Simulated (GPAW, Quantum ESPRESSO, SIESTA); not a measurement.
# Birch–Murnaghan line for diamond Si, SIESTA DZP, PBE

Calculated with SIESTA 5.4.2: PBE; DZP orbitals, shift 0.01 Ry, mesh 400 Ry; k-mesh 7×7×7. The volume is changed in steps from typed lattice constants. V0 = 20.572 Å³ an atom is where a Birch–Murnaghan fit to this level's pressures, the withheld one apart, crosses zero; rows within 2.5 % of V0 are left out, since F is ill-conditioned there. The typed cell is scaled evenly, with no relaxation, and each row is a single point.

| volume (Å³/atom) | pressure (GPa) |
| --- | --- |
| 18.822 | 9.656 |
| 19.231 | 6.902 |
| 19.64 | 4.587 |
| 20.049 | 2.438 |
| 21.277 | -2.822 |
| 21.686 | -4.149 |
| 22.095 | ? |

**Question.** Fit the third-order Birch–Murnaghan equation to the rows given and extrapolate to the withheld row.

**Working.**

Take the Eulerian strain f = ½[(V0/V)^(2/3) − 1] and the normalised pressure F = P / [3f(1 + 2f)^(5/2)]. The third-order Birch–Murnaghan equation is then the line F = B0 + (3/2)B0(B′ − 4) f, so u = f and v = F.

```
     u = f  v = F (GPa)
 0.0305307      90.9051
 0.0229816      89.4709
 0.0156955      90.1723
0.00865799      89.9199
-0.0111067      89.5861
-0.0172732      87.4219
```

With n = 6: mean u = 0.00824765, mean v = 89.5794, Σ(u − ū)² = 0.0017952, Σ(u − ū)(v − v̄) = 0.087431. Slope b = 0.087431 / 0.0017952 = 48.703; intercept a = v̄ − b ū = 89.178.

So B0 = 89.18 GPa and B′ = 4 + 2b/(3a) = 4.36. At the withheld volume f = -0.02325, F = 88.05 GPa, and P = 3f(1 + 2f)^(5/2) F.

Prediction at 22.095: -5.452 GPa. The run gave -5.405 GPa, so the fit is low by 0.047 GPa (0.86 % of the value).

A fit to this level's energies over the whole scan gives V0 = 20.572 Å³, B0 = 88.90 GPa and B′ = 4.37. Among the rows given, the largest miss of the fit is at 19.231, by 0.064 GPa (0.42 % of the range of the table).

Limits: The nuclei are static. The DFT runs use Fermi–Dirac occupations of width 0.01 eV, and energies are free energies. The pressures scatter by 0.03 GPa r.m.s. about a smooth curve, which shows enlarged in F and loosens B′.

[Logs are printed without paths, hosts, clocks, repeated set-up lines and the standing remarks that a program may print on its own settings, such as how far it seeks lower states.]

[Hosts, paths, dates, database ids (printed as entryN), source tags and the programs' standing remarks are cut or masked in the printed files.]
